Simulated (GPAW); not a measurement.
# zigzag Ni chain, bond 2.418 A: a ladder in all numerical settings together

Wanted: the cheapest choice of all numerical settings together that holds the magnetic results of zigzag Ni chain, bond 2.418 A.

Method: PBE; plane waves with GPAW's PAW setups, scalar-relativistic, in GPAW 26.7.0.

The raw output is cut from this account; settings, times and results stay.

## 1. The structure

The cell holds 2 atoms: 2 Ni. Cell: a = 12.000 Å, b = 12.000 Å, c = 2.902 Å, α = 90.0°, β = 90.0°, γ = 90.0°. model lattice. Vacuum lies along a and b. The structure's axis is c.

## 2. Rung 1 (280 eV, mesh 1×1×4), start ferro ++

Several settings change at once from rung to rung, from a quick look to a careful run; the headings and inputs name them.

order1.py

```python
import json
import numpy as np
from ase import Atoms
from ase.parallel import paropen, parprint
from gpaw import GPAW

atoms = Atoms(['Ni', 'Ni'],
    cell=[[12.0, 0.0, 0.0],
         [0.0, 12.0, 0.0],
         [0.0, 0.0, 2.9016]],
    scaled_positions=[[0.4194, 0.5, 0.0],
         [0.5806, 0.5, 0.5]],
    pbc=True,
    magmoms=[1.0, 1.0])
atoms.calc = GPAW(mode={'name': 'pw', 'ecut': 280},
    xc='PBE',
    kpts={'size': (1, 1, 4), 'gamma': True},
    occupations={'name': 'fermi-dirac', 'width': 0.2},
    convergence={'density': 1e-05, 'energy': 1e-05},
    maxiter=200,
    symmetry={'tolerance': 1e-4},
    txt='order1.txt')
e = atoms.get_potential_energy(force_consistent=True)
res = {'free_energy': e, 'energy_sigma0': atoms.get_potential_energy(), 'fermi_energy': atoms.calc.get_fermi_level()}
res['moments'] = atoms.get_magnetic_moments().tolist()
res['total'] = atoms.get_magnetic_moment()
parprint('site moments (muB):', np.round(res['moments'], 3))
parprint(f"total moment: {res['total']:.3f} muB")
parprint(f'free energy: {e:.6f} eV')
atoms.calc.write('order1.gpw')
with paropen('results.json', 'w') as f:
    json.dump(res, f)
```

The run is started by

```bash
$ OMP_NUM_THREADS=1 python3 order1.py > order1.log
```

It took 14 s on 1 MPI rank of Intel Xeon Platinum 8488C (Sapphire Rapids), shared host; peak memory 0.21 GiB.

This step gave:

```
magnetization  : 1.813 μB
final state    : ferromagnetic
largest moment : 0.8998 μB
```

After 19 cycles the largest moment stands at 0.900 μB.

## 3. Rung 1 (280 eV, mesh 1×1×4), start antiferro +-

The second start gives the energy difference between the two end states, the quantity that is followed up the ladder.

order2.py is the script of step 2 with these lines changed:

```diff
@@ -13,3 +13,3 @@
     pbc=True,
-    magmoms=[1.0, 1.0])
+    magmoms=[1.0, -1.0])
 atoms.calc = GPAW(mode={'name': 'pw', 'ecut': 280},
@@ -21,3 +21,3 @@
     symmetry={'tolerance': 1e-4},
-    txt='order1.txt')
+    txt='order2.txt')
 e = atoms.get_potential_energy(force_consistent=True)
@@ -29,3 +29,3 @@
 parprint(f'free energy: {e:.6f} eV')
-atoms.calc.write('order1.gpw')
+atoms.calc.write('order2.gpw')
 with paropen('results.json', 'w') as f:
```

The run is started by

```bash
$ OMP_NUM_THREADS=1 python3 order2.py > order2.log
```

Wall time 73 s (1 MPI rank); peak memory 0.22 GiB.

This step gave:

```
magnetization  : 0 μB
final state    : antiferromagnetic
largest moment : 0.3246 μB
```

This start lies +54.9 meV a seeded atom from the first; its largest moment is 0.325 μB.

## 4. Rung 2 (380 eV, mesh 1×1×6), start ferro ++

order1.py is the script of step 2 with these lines changed:

```diff
@@ -14,6 +14,6 @@
     magmoms=[1.0, 1.0])
-atoms.calc = GPAW(mode={'name': 'pw', 'ecut': 280},
+atoms.calc = GPAW(mode={'name': 'pw', 'ecut': 380},
     xc='PBE',
-    kpts={'size': (1, 1, 4), 'gamma': True},
-    occupations={'name': 'fermi-dirac', 'width': 0.2},
+    kpts={'size': (1, 1, 6), 'gamma': True},
+    occupations={'name': 'fermi-dirac', 'width': 0.15},
     convergence={'density': 1e-05, 'energy': 1e-05},
```

The run is started by

```bash
$ OMP_NUM_THREADS=1 python3 order1.py > order1.log
```

Wall time 28 s (1 MPI rank); peak memory 0.26 GiB.

Read from the output:

```
magnetization  : 2.001 μB
final state    : ferromagnetic
largest moment : 0.984 μB
```

The largest moment moves by +0.08 μB from rung 1, at 2.1 times its CPU time.

## 5. Rung 2 (380 eV, mesh 1×1×6), start antiferro +-

order2.py is the script of step 3 with these lines changed:

```diff
@@ -14,6 +14,6 @@
     magmoms=[1.0, -1.0])
-atoms.calc = GPAW(mode={'name': 'pw', 'ecut': 280},
+atoms.calc = GPAW(mode={'name': 'pw', 'ecut': 380},
     xc='PBE',
-    kpts={'size': (1, 1, 4), 'gamma': True},
-    occupations={'name': 'fermi-dirac', 'width': 0.2},
+    kpts={'size': (1, 1, 6), 'gamma': True},
+    occupations={'name': 'fermi-dirac', 'width': 0.15},
     convergence={'density': 1e-05, 'energy': 1e-05},
```

The run is started by

```bash
$ OMP_NUM_THREADS=1 python3 order2.py > order2.log
```

Elapsed: 2.1 min, on 1 MPI rank; peak memory 0.27 GiB.

Numbers from this step:

```
magnetization  : 0 μB
final state    : antiferromagnetic
largest moment : 0.5269 μB
```

This start lies +90.4 meV a seeded atom from the first, a change of +35.5 meV since rung 1; its largest moment is 0.527 μB.

## 6. Rung 3 (500 eV, mesh 1×1×8), start ferro ++

order1.py is the script of step 4 with these lines changed:

```diff
@@ -14,6 +14,6 @@
     magmoms=[1.0, 1.0])
-atoms.calc = GPAW(mode={'name': 'pw', 'ecut': 380},
+atoms.calc = GPAW(mode={'name': 'pw', 'ecut': 500},
     xc='PBE',
-    kpts={'size': (1, 1, 6), 'gamma': True},
-    occupations={'name': 'fermi-dirac', 'width': 0.15},
+    kpts={'size': (1, 1, 8), 'gamma': True},
+    occupations={'name': 'fermi-dirac', 'width': 0.1},
     convergence={'density': 1e-05, 'energy': 1e-05},
```

The run is started by

```bash
$ OMP_NUM_THREADS=1 python3 order1.py > order1.log
```

Run time: 54 s. Hardware: 1 MPI rank; peak memory 0.34 GiB.

Numbers from this step:

```yaml
magnetization: 2.156 μB
final_state: ferromagnetic
largest_moment: 1.027 μB
```

The largest moment moves by +0.04 μB from rung 2, at 2.0 times its CPU time.

## 7. Rung 3 (500 eV, mesh 1×1×8), start antiferro +-

order2.py is the script of step 5 with these lines changed:

```diff
@@ -14,6 +14,6 @@
     magmoms=[1.0, -1.0])
-atoms.calc = GPAW(mode={'name': 'pw', 'ecut': 380},
+atoms.calc = GPAW(mode={'name': 'pw', 'ecut': 500},
     xc='PBE',
-    kpts={'size': (1, 1, 6), 'gamma': True},
-    occupations={'name': 'fermi-dirac', 'width': 0.15},
+    kpts={'size': (1, 1, 8), 'gamma': True},
+    occupations={'name': 'fermi-dirac', 'width': 0.1},
     convergence={'density': 1e-05, 'energy': 1e-05},
```

The run is started by

```bash
$ OMP_NUM_THREADS=1 python3 order2.py > order2.log
```

It took 7.1 min on 1 MPI rank; peak memory 0.35 GiB.

The run stopped without converging, so none of its numbers is a property of the system.

A smaller mixing step or another start is the usual next try.

## 8. Rung 4 (700 eV, mesh 1×1×12), start ferro ++

order1.py is the script of step 6 with these lines changed:

```diff
@@ -14,6 +14,6 @@
     magmoms=[1.0, 1.0])
-atoms.calc = GPAW(mode={'name': 'pw', 'ecut': 500},
+atoms.calc = GPAW(mode={'name': 'pw', 'ecut': 700},
     xc='PBE',
-    kpts={'size': (1, 1, 8), 'gamma': True},
-    occupations={'name': 'fermi-dirac', 'width': 0.1},
+    kpts={'size': (1, 1, 12), 'gamma': True},
+    occupations={'name': 'fermi-dirac', 'width': 0.05},
     convergence={'density': 1e-05, 'energy': 1e-05},
```

The run is started by

```bash
$ OMP_NUM_THREADS=1 python3 order1.py > order1.log
```

Run time: 2 min. Hardware: 1 MPI rank; peak memory 0.53 GiB.

Read from the output:

```
magnetization  : 2.006 μB
final state    : ferromagnetic
largest moment : 0.9623 μB
```

The largest moment moves by -0.07 μB from rung 3, at 2.2 times its CPU time.

## 9. Rung 4 (700 eV, mesh 1×1×12), start antiferro +-

order2.py is the script of step 7 with these lines changed:

```diff
@@ -14,6 +14,6 @@
     magmoms=[1.0, -1.0])
-atoms.calc = GPAW(mode={'name': 'pw', 'ecut': 500},
+atoms.calc = GPAW(mode={'name': 'pw', 'ecut': 700},
     xc='PBE',
-    kpts={'size': (1, 1, 8), 'gamma': True},
-    occupations={'name': 'fermi-dirac', 'width': 0.1},
+    kpts={'size': (1, 1, 12), 'gamma': True},
+    occupations={'name': 'fermi-dirac', 'width': 0.05},
     convergence={'density': 1e-05, 'energy': 1e-05},
```

The run is started by

```bash
$ OMP_NUM_THREADS=1 python3 order2.py > order2.log
```

It took 15 min on 1 MPI rank; peak memory 0.55 GiB.

Numbers from this step:

```yaml
magnetization: 0 μB
final_state: antiferromagnetic
largest_moment: 0.6042 μB
```

This start lies +122.2 meV a seeded atom from the first, a change of +31.8 meV since rung 2; its largest moment is 0.604 μB.

## 10. Side by side

Ladder, by row:

```csv
rung,cutoff (eV),mesh,smearing (eV),state from the first start,state from the second start,second less first (meV a seeded atom),"moment, first (μB)","moment, second (μB)",CPU time (s)
1,280,1x1x4,0.2,ferromagnetic,antiferromagnetic,54.88,0.8998,0.3246,86.1
2,380,1x1x6,0.15,ferromagnetic,antiferromagnetic,90.43,0.984,0.5269,150.8
4,700,1x1x12,0.05,ferromagnetic,antiferromagnetic,122.2,0.9623,0.6042,1021
```

## 11. Outcome

```yaml
range_of_the_moment_in_the_table_first_start: 0.900 to 0.984 μB
range_of_cpu_time: 86 s to 17 min
range_of_the_energy_difference: 54.9 to 122 meV a seeded atom
```

What this shows: Only the last rung can serve as the reference, and the rung before it is still 32 meV away, so convergence is not shown. The first start ends lower on every rung of the table; whether functional and cell give the true order is another question. Rung 3 gave no pair of finished runs and is missing from the table.

[Long decimals in the printed logs are rounded to 6 places.]

[Logs and program files are shortened in this print: banners, set-up blocks, solver, clock and traceback lines can be left out without a mark of their own.]

[Logs are printed without paths, hosts, clocks, repeated set-up lines and the standing remarks that a program may print on its own settings, such as how far it seeks lower states.]

[Hosts, paths, dates, database ids (printed as entryN), source tags and the programs' standing remarks are cut or masked in the printed files.]

[Where the starting crystal was built by hand or by swapping elements, it need not be the compound's stable phase.]

[Where a cell is said to come from a database of computed structures, the database is the Materials Project.]

[Runs that the program refused, that were killed for memory or that had too few empty states are not shown or counted.]

[Lattice constants of own cells that a recipe calls measured were typed without a cited source.]
